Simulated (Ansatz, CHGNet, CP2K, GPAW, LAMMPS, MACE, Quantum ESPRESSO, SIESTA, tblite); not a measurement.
# Amorphous Ge (61 atoms) in CP2K

How do the settings of CP2K change the result for amorphous Ge (61 atoms)? A plane-wave run serves as the yardstick.

Method: the method is named at each step, in CP2K 2026.2.

## (1) The starting structure

The cell holds 61 atoms: 61 Ge. Cell: a = 11.188 Å, b = 11.188 Å, c = 11.188 Å, α = 90.0°, β = 90.0°, γ = 90.0°. 61 atoms (61 Ge) placed at random at 5.25 g/cm³, melted at 3500 K for 10 ps at fixed volume with the Tersoff potential (Tersoff, Phys. Rev. B 39, 5566 (1989)). Quenched from 3500 K to 500 K at 3 K/ps and fixed volume, held 5 ps.

The yardstick, on the same geometry:

```
method                 : Kohn-Sham DFT, PBE, SSSP efficiency 1.3.0 pseudopotentials, plane waves (Quantum ESPRESSO 7.5); sssp-pbe-1.3.0-efficiency, cutoffs 45/360 Ry, Γ point
r.m.s. force component : 0.6362 eV/Å
longest force          : 2.14 eV/Å
pressure               : 3.808 GPa
time                   : 2.9 min on 4 MPI ranks of Arm Neoverse V2, shared host
CPU time               : 11 min
```

## (2) PBE, DZVP-UZH, 350/50 Ry, diagonalisation

Method: Kohn-Sham DFT, PBE, GTH-PBE pseudopotentials, Gaussian and plane waves, DZVP-MOLOPT (UZH set), diagonalisation.

File input.inp:

```
&GLOBAL
  PROJECT cell
  RUN_TYPE ENERGY_FORCE
  PRINT_LEVEL LOW
&END GLOBAL
&FORCE_EVAL
  METHOD QS
  STRESS_TENSOR ANALYTICAL
  &DFT
    BASIS_SET_FILE_NAME BASIS_MOLOPT_UZH
    POTENTIAL_FILE_NAME POTENTIAL_UZH
    &MGRID
      CUTOFF 350
      REL_CUTOFF 50
    &END MGRID
    &QS
      EPS_DEFAULT 1.0E-12
    &END QS
    &SCF
      SCF_GUESS ATOMIC
      EPS_SCF 1.0E-06
      MAX_SCF 200
      ADDED_MOS 27
      &DIAGONALIZATION
        ALGORITHM STANDARD
      &END DIAGONALIZATION
      &SMEAR ON
        METHOD FERMI_DIRAC
        ELECTRONIC_TEMPERATURE [K] 580
      &END SMEAR
      &MIXING
        METHOD BROYDEN_MIXING
        ALPHA 0.15
        NBROYDEN 8
      &END MIXING
      &PRINT
        &RESTART OFF
        &END RESTART
      &END PRINT
    &END SCF
    &XC
      &XC_FUNCTIONAL PBE
      &END XC_FUNCTIONAL
    &END XC
    &PRINT
      &MULLIKEN ON
      &END MULLIKEN
      &HIRSHFELD ON
        SHAPE_FUNCTION DENSITY
      &END HIRSHFELD
      &MO ON
        EIGENVALUES T
        OCCUPATION_NUMBERS T
        MO_INDEX_RANGE 111 134
        &EACH
          QS_SCF 0
        &END EACH
        ADD_LAST NUMERIC
      &END MO
    &END PRINT
  &END DFT
  &SUBSYS
    &CELL
      A 11.18750 0.00000 0.00000
      B 0.00000 11.18750 0.00000
      C 0.00000 0.00000 11.18750
    &END CELL
    &TOPOLOGY
      COORD_FILE_NAME structure.xyz
      COORD_FILE_FORMAT XYZ
    &END TOPOLOGY
    &KIND Ge
      BASIS_SET DZVP-MOLOPT-PBE-GTH-q4
      POTENTIAL GTH-PBE-q4
    &END KIND
  &END SUBSYS
  &PRINT
    &FORCES ON
    &END FORCES
    &STRESS_TENSOR ON
    &END STRESS_TENSOR
  &END PRINT
&END FORCE_EVAL
```

File structure.xyz:

```xyz
61

Ge 5.87422 6.35718 2.45185
Ge 0.62706 6.30483 1.50707
Ge 8.07145 0.91346 5.15363
Ge 2.56988 5.10049 0.09431
Ge 5.06078 8.14114 6.03857
Ge 4.03544 5.42985 3.66614
Ge 4.78176 5.69578 6.02234
Ge 11.02987 11.16949 7.45669
Ge 8.19865 4.70009 8.40047
Ge 3.67778 2.98952 0.90663
Ge 10.48716 3.54946 8.98211
Ge 5.83160 2.48508 11.05896
Ge 0.69955 7.26136 10.15445
Ge 2.13838 6.89765 3.36072
Ge 0.08200 2.33215 6.91790
Ge 2.71286 10.52979 4.31457
Ge 2.85382 5.11906 7.13852
Ge 3.30937 3.09849 3.35200
Ge 7.54664 1.90959 1.54801
Ge 8.42419 7.19222 7.86403
Ge 5.80508 9.74386 2.57749
Ge 4.70938 8.10344 9.95352
Ge 1.09000 5.11437 9.07317
Ge 8.68363 4.77292 4.82237
Ge 2.01912 10.36712 0.65391
Ge 3.43199 1.13363 8.78801
Ge 5.65014 0.34726 9.64631
Ge 6.76105 4.31110 6.38448
Ge 2.24186 1.50673 11.01566
Ge 6.76094 8.09181 4.04809
Ge 10.01483 8.17448 1.96564
Ge 9.91716 2.66688 5.02811
Ge 8.44533 4.14116 2.19868
Ge 1.27168 6.95258 5.81549
Ge 2.69630 8.98356 6.02648
Ge 2.01297 10.38278 7.98038
Ge 0.65950 2.69697 3.37102
Ge 9.95408 10.55921 5.16124
Ge 6.56236 8.70343 7.99559
Ge 4.06330 1.48458 4.80168
Ge 4.09709 7.10708 0.93460
Ge 8.33860 7.92433 0.18952
Ge 11.01387 10.33468 1.59332
Ge 6.04684 1.95580 6.29398
Ge 6.43695 0.82206 3.45425
Ge 10.97259 2.27498 10.96118
Ge 0.52100 0.14342 3.64858
Ge 6.43225 9.62528 11.12194
Ge 9.74084 8.29397 9.51005
Ge 7.34146 0.10371 7.76860
Ge 9.38452 10.70521 9.14052
Ge 3.37001 9.07452 2.46807
Ge 10.81507 3.92357 1.59646
Ge 9.37479 0.52604 0.21782
Ge 7.38565 5.77219 0.80427
Ge 9.79712 6.62680 5.93956
[... 1 atom lines left out ...]
Ge 4.27217 5.66390 9.38072
Ge 9.22174 8.39521 4.20079
Ge 2.41001 8.96432 9.89288
Ge 6.39366 4.57132 10.02937
```

The run is started by

```
$ OMP_NUM_THREADS=2 cp2k.psmp -i input.inp > output.txt
```

Numbers of over 12 decimals in the logs are rounded to 6 here.

The program printed:

```text
CP2K| version string:                                       CP2K version 2026.2
 CP2K| Input file name                                                 input.inp
 GLOBAL| Basis set file name                                    BASIS_MOLOPT_UZH
 GLOBAL| Potential file name                                       POTENTIAL_UZH
 GLOBAL| Run type                                                   ENERGY_FORCE
 GLOBAL| Total number of message passing processes                             1
 GLOBAL| Number of threads for this process                                    2
 TOTAL NUMBERS AND MAXIMUM NUMBERS
  Total number of            - Atomic kinds:                                   1
                             - Atoms:                                         61
                             - Shell sets:                                    61
                             - Shells:                                       305
                             - Primitive Cartesian functions:                244
                             - Cartesian basis functions:                    854
                             - Spherical basis functions:                    793
  Maximum angular momentum of the orbital basis functions:                     2
 SCF PARAMETERS         Density guess:                                    ATOMIC
                        max_scf:                                             200
                        eps_scf:                                        1.00E-06
                        added MOs                                        27    0
                        Mixing method:                            BROYDEN_MIXING
                                                charge density mixing in g-space
                        Smear method:                                FERMI_DIRAC
                        Electronic temperature [K]:                        580.0
                        Electronic temperature [a.u.]:                  1.84E-03
                        Accuracy threshold:                             1.00E-10
 Extrapolation method: initial_guess
 Number of electrons:                                                        244
 Number of occupied orbitals:                                                122
 Number of molecular orbitals:                                               149
 Number of orbital functions:                                                793
 Number of independent orbital functions:                                    793
 SCF WAVEFUNCTION OPTIMIZATION
  Step     Update method      Time    Convergence         Total energy    Change
     1 NoMix/Diag. 0.15E+00    2.2     0.41642386      -243.2497266873 -2.43E+02
     2 Broy./Diag. 0.15E+00    2.9     0.02999544      -237.9857067125  5.26E+00
     3 Broy./Diag. 0.15E+00    2.9     0.08921501      -238.2017394895 -2.16E-01
     4 Broy./Diag. 0.15E+00    2.9     0.07387307      -238.9627404185 -7.61E-01
[...]
16 Broy./Diag. 0.15E+00    3.1     0.00000683      -239.0173788458 -1.14E-04
    17 Broy./Diag. 0.15E+00    3.1     0.00000080      -239.0174026049 -2.38E-05
  *** SCF run converged in    17 steps ***
  Electronic density on regular grids:       -244.0000000000        0.0000000000
  Core density on regular grids:              243.9999999991       -0.0000000009
  Total charge density on r-space grids:       -0.0000000009
  Total charge density g-space grids:          -0.0000000009
  Overlap energy of the core charge distribution:               6.97376e-07
  Self energy of the core charge distribution:               -509.442073
  Core Hamiltonian energy:                                    120.601087
  Hartree energy:                                             221.043005
  Exchange-correlation energy:                                -71.214289
  Electronic entropic energy:                                  -0.00513263
  Fermi energy:                                                 0.156307
  Total energy:                                              -239.017403
  Total energy (extrapolated to T->0):                       -239.014836
 MO| EIGENVALUES AND OCCUPATION NUMBERS
 MO|
 MO|  Index      Eigenvalue [a.u.]        Eigenvalue [eV]             Occupation
 MO|    111               0.116396               3.167292               2.000000
 MO|    112               0.120206               3.270971               2.000000
 MO|    113               0.122313               3.328317               2.000000
[...]
MO|    133               0.199369               5.425093               0.000000
 MO|    134               0.203010               5.524189               0.000000
 MO| Sum:                                                             244.000000
 MO| E(Fermi):            0.156307 a.u.          4.253318 eV
 !-----------------------------------------------------------------------------!
                     Mulliken Population Analysis
 #  Atom  Element  Kind  Atomic population                           Net charge
       1     Ge       1          3.962533                              0.037467
       2     Ge       1          3.959700                              0.040300
       3     Ge       1          4.022598                             -0.022598
[...]
60     Ge       1          4.013708                             -0.013708
      61     Ge       1          3.980926                              0.019074
 # Total charge                            244.000000                  0.000000
 !-----------------------------------------------------------------------------!
 !-----------------------------------------------------------------------------!
                           Hirshfeld Charges
  #Atom  Element  Kind  Ref Charge     Population                    Net charge
      1       Ge     1       4.000          4.005                        -0.005
      2       Ge     1       4.000          3.982                         0.018
      3       Ge     1       4.000          4.016                        -0.016
[...]
60       Ge     1       4.000          4.013                        -0.013
     61       Ge     1       4.000          4.021                        -0.021
  Total Charge                                                           -0.000
 !-----------------------------------------------------------------------------!
 ENERGY| Total FORCE_EVAL ( QS ) energy [hartree]           -239.017383
 FORCES| Atomic forces [hartree/bohr]
 FORCES|   Atom     x               y               z               |f|
 FORCES|      1 -3.66033630E-03  9.48925561E-03  1.71809014E-02   1.99656557E-02
 FORCES|      2 -1.66758553E-02 -4.12127199E-03 -1.41668671E-02   2.22658742E-02
 FORCES|      3  1.57634377E-02  3.29647486E-04  1.61275584E-02   2.25542186E-02
[...]
FORCES|     60 -3.13274049E-03  3.87603218E-04 -3.35776825E-03   4.60856885E-03
 FORCES|     61  3.50842121E-03  4.40481897E-03  1.04867593E-02   1.19030908E-02
 FORCES| Sum     1.67186784E-07 -2.12834573E-07 -1.16679718E-06
 FORCES| Total atomic force                                       1.19777528E-06
 STRESS| Analytical stress tensor [bar]
 STRESS|                        x                   y                   z
 STRESS|      x        4.01060707502E+04   1.40053737747E+03  -2.46697447877E+03
 STRESS|      y        1.40053737747E+03   4.34601471201E+04  -4.83483589466E+02
 STRESS|      z       -2.46697447877E+03  -4.83483589466E+02   5.60013752417E+04
 STRESS| 1/3 Trace                                             4.65225310373E+04
```

It took 61 s on 2 threads of Arm Neoverse V2, shared host; peak memory 1.6 GiB; 1.9 min of CPU time.

Banners, paths, timers and routine set-up lines are dropped from the logs unmarked, and long logs keep their key lines alone; longer cuts are marked.

Numbers from this run, and their distance from the reference:

| Quantity | Value |
| --- | --- |
| r.m.s. force component | 0.6365 eV/Å |
| r.m.s. difference of force components | 29.34 meV/Å |
| longest difference of force vectors | 107.3 meV/Å |
| force difference over r.m.s. force | 4.612 % |
| slope of forces against the reference's | 0.9994 |
| correlation of force components | 0.9989 |
| pressure | 4.652 GPa |
| pressure difference | 0.844 GPa |

The surroundings of Ge59, picked at random, nearest first, numbered as they follow in the input and with coordinates relative to it.

```
atom      x      y      z  distance (Å)  bonds  Hirshfeld charge (e)     Fx     Fy  Fz (eV/Å)
Ge59   0.00   0.00   0.00          0.00      4                  0.00  -0.24  -0.01       0.56
Ge31   0.79  -0.22  -2.24          2.38      4                 -0.01   0.17  -0.50      -0.13
Ge38   0.73   2.16   0.96          2.48      4                  0.03   0.27  -0.78       0.96
Ge30  -2.46  -0.30  -0.15          2.48      4                  0.00  -0.45  -0.28       0.24
Ge56   0.58  -1.77   1.74          2.55      4                  0.00   0.97   0.63      -0.31
Ge43   1.79   1.94  -2.61          3.71      4                 -0.02  -0.49   0.06      -0.52
Ge24  -0.54  -3.62   0.62          3.71      4                  0.01  -0.77  -0.64      -0.83
Ge47   2.49   2.94  -0.55          3.89      4                 -0.02   0.06   0.99      -0.24
Ge34   3.24  -1.44   1.61          3.89      4                  0.03  -0.32  -0.37      -0.39
Ge20  -0.80  -1.20   3.66          3.94      4                 -0.03   0.27  -1.17      -0.08
 Ge3  -1.15   3.71   0.95          4.00      5                 -0.02   0.81   0.02       0.83
Ge21  -3.42   1.35  -1.62          4.02      4                 -0.01  -0.04   0.52      -1.15
Ge42  -0.88  -0.47  -4.01          4.13      4                  0.00  -0.29   0.34       0.81
```

Forces lie 4.6 % from the reference's, at 0.16 times its CPU time (on 2 against 4 cores).

## (3) PBE, TZV2P-MOLOPT (SR for Ge), 350/50 Ry, diagonalisation

Method: Kohn-Sham DFT, PBE, GTH-PBE pseudopotentials, Gaussian and plane waves, TZV2P-MOLOPT-GTH, diagonalisation.

input.inp: that of step 2 with these lines changed.

```diff
@@ -9,4 +9,5 @@
   &DFT
-    BASIS_SET_FILE_NAME BASIS_MOLOPT_UZH
-    POTENTIAL_FILE_NAME POTENTIAL_UZH
+    BASIS_SET_FILE_NAME BASIS_MOLOPT
+    BASIS_SET_FILE_NAME BASIS_MOLOPT_UCL
+    POTENTIAL_FILE_NAME GTH_POTENTIALS
     &MGRID
@@ -67,8 +68,31 @@
     &END CELL
-    &TOPOLOGY
-      COORD_FILE_NAME structure.xyz
-      COORD_FILE_FORMAT XYZ
-    &END TOPOLOGY
+    &COORD
+      Ge 5.87422 6.35718 2.45185
+      Ge 0.62706 6.30483 1.50707
+      Ge 8.07145 0.91346 5.15363
+      Ge 2.56988 5.10049 0.09431
+      Ge 5.06078 8.14114 6.03857
+      Ge 4.03544 5.42985 3.66614
+      Ge 4.78176 5.69578 6.02234
+      Ge 11.02987 11.16949 7.45669
+      Ge 8.19865 4.70009 8.40047
+      Ge 3.67778 2.98952 0.90663
+      Ge 10.48716 3.54946 8.98211
+      Ge 5.83160 2.48508 11.05896
+      Ge 0.69955 7.26136 10.15445
+      Ge 2.13838 6.89765 3.36072
+      Ge 0.08200 2.33215 6.91790
+      Ge 2.71286 10.52979 4.31457
+      Ge 2.85382 5.11906 7.13852
+      Ge 3.30937 3.09849 3.35200
+      Ge 7.54664 1.90959 1.54801
+      Ge 8.42419 7.19222 7.86403
+[... 37 atom lines left out ...]
+      Ge 4.27217 5.66390 9.38072
+      Ge 9.22174 8.39521 4.20079
+      Ge 2.41001 8.96432 9.89288
+      Ge 6.39366 4.57132 10.02937
+    &END COORD
     &KIND Ge
-      BASIS_SET DZVP-MOLOPT-PBE-GTH-q4
+      BASIS_SET TZV2P-MOLOPT-SR-GTH-q4
       POTENTIAL GTH-PBE-q4
```

The run is started by

```
$ OMP_NUM_THREADS=1 mpirun -np 4 cp2k.psmp -i input.inp > output.txt
```

The program printed:

```text
CP2K| version string:                                       CP2K version 2026.2
 CP2K| Input file name                                                 input.inp
 GLOBAL| Basis set file name                                        BASIS_MOLOPT
 GLOBAL| Potential file name                                      GTH_POTENTIALS
[... lines left out ...]
 Number of electrons:                                                        244
[... lines left out ...]
  Step     Update method      Time    Convergence         Total energy    Change
[... lines left out ...]
  *** SCF run converged in    17 steps ***
[... lines left out ...]
  Fermi energy:                                                 0.154675
  Total energy:                                              -239.174251
  Total energy (extrapolated to T->0):                       -239.171733
[... lines left out ...]
 MO| E(Fermi):            0.154675 a.u.          4.208915 eV
[... lines left out ...]
 ENERGY| Total FORCE_EVAL ( QS ) energy [hartree]           -239.174248
[... lines left out ...]
 FORCES|      1 -3.51733413E-03  1.03246994E-02  1.73246132E-02   2.04722563E-02
 FORCES|      2 -1.63028568E-02 -3.72976543E-03 -1.49011561E-02   2.23995255E-02
 FORCES|      3  1.62827940E-02  5.45828609E-04  1.62507170E-02   2.30111519E-02
[...]
FORCES|     60 -2.81110251E-03  2.79588335E-04 -2.98260553E-03   4.10808991E-03
 FORCES|     61  3.35640761E-03  4.95215027E-03  1.08086061E-02   1.23537536E-02
 FORCES| Sum     1.65480935E-07 -4.13845486E-07 -1.45459702E-06
 FORCES| Total atomic force                                       1.52134957E-06
 STRESS| Analytical stress tensor [bar]
 STRESS|                        x                   y                   z
 STRESS|      x        3.94395411350E+04   1.29392184268E+03  -2.12170266040E+03
 STRESS|      y        1.29392184268E+03   4.26109868730E+04  -6.44941355122E+02
 STRESS|      z       -2.12170266040E+03  -6.44941355122E+02   5.44611584336E+04
 STRESS| 1/3 Trace                                             4.55038954805E+04
```

Elapsed: 30 s, on 4 MPI ranks; peak memory 3.2 GiB.

Numbers from this run, and their distance from the reference:

* r.m.s. force component: 0.6331 eV/Å
* r.m.s. difference of force components: 18.51 meV/Å
* longest difference of force vectors: 85.11 meV/Å
* force difference over r.m.s. force: 2.91 %
* slope of forces against the reference's: 0.9947
* correlation of force components: 0.9996
* pressure: 4.55 GPa
* pressure difference: 0.7421 GPa

Against the first run (4.6 %), the force difference from the reference is 2.9 %, at 1.1 times the CPU time (on 4 against 2 cores), with 1342 basis functions against 793; this set comes with other potentials too, so the change isn't the basis's alone.

[end of part 1 of 4]

[Also dropped from logs without a mark: logging warnings of Python, and SIESTA's first energy breakdown and zero terms.]

[Logs are printed without paths, hosts, clocks, repeated set-up lines and the standing remarks that a program may print on its own settings, such as how far it seeks lower states.]

[Hosts, paths, dates, database ids (printed as entryN), source tags and the programs' standing remarks are cut or masked in the printed files.]
